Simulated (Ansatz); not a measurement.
Consider Tl2PdF6 (started from the K2PtCl6 type) (Fm-3m).

The structure was built from a prototype and need not be the compound's stable phase.

The structure is cubic, space group Fm-3m (No. 225). The conventional cell has a = 8.258 Å, b = 8.258 Å, c = 8.258 Å, α = 90.00°, β = 90.00°, γ = 90.00°. Tl has 12 F at 2.92 Å nearest. Pd has 6 F at 1.90 Å nearest. F has 1 Pd at 1.90 Å nearest. Farther neighbours and most contacts between anions are not listed.

```xyz
9
Lattice="4.1288 0.0000 4.1288 4.1288 4.1288 0.0000 0.0000 4.1288 4.1288" Properties=species:S:1:pos:R:3 pbc="T T T"
Tl    2.0644    2.0644    2.0644
Tl    6.1932    6.1932    6.1932
Pd    0.0000    0.0000    0.0000
F     1.8994    4.1288    4.1288
F     6.3582    4.1288    4.1288
F     4.1288    4.1288    1.8994
F     4.1288    4.1288    6.3582
F     4.1288    1.8994    4.1288
F     4.1288    6.3582    4.1288
```

The structure was relaxed with LDA. The structure type comes from a generator and need not be one that this composition takes. The structure was generated from a model, not taken from a measurement. The runs that relaxed it are not among those shown. The program's search for lower electronic states was switched off, so nothing shows that the state found is the lowest. Spin-orbit coupling is left out unless a run names it. PAW set soft_2, made with PBE.

A constrained-RPA run (Ansatz 0.2.0; non-magnetic LDA; Pd eg, bands c1 to c2, 4×4×4 mesh, medium accuracy) builds 2 functions on bands 0.55 eV wide, with 0.0 electrons in the window. The bare on-site interaction is 12.3 eV and the bare J 0.74 eV.

**Question.** What U and J survive the screening?

On the Pd eg shell, U = 4.17 eV (34 % of the bare value), U′ = 3.40 eV, J = 0.39 eV.

The parent state is non-magnetic and the interaction static (zero frequency); U depends on the window and the orbitals, so it belongs to this model alone. Spin-orbit coupling, which is strong for atoms this heavy, is left out.

[Paths, hosts, dates, memory and timing lines, banners, echoed tables and standing remarks are left out of the program output.]

[Logs are printed without paths, hosts, clocks, repeated set-up lines and the standing remarks that a program may print on its own settings, such as how far it seeks lower states.]

[Runs of the session that timed out or met a known fault of the program may be left out.]

[Hosts, paths, dates, database ids (printed as entryN), source tags and the programs' standing remarks are cut or masked in the printed files.]
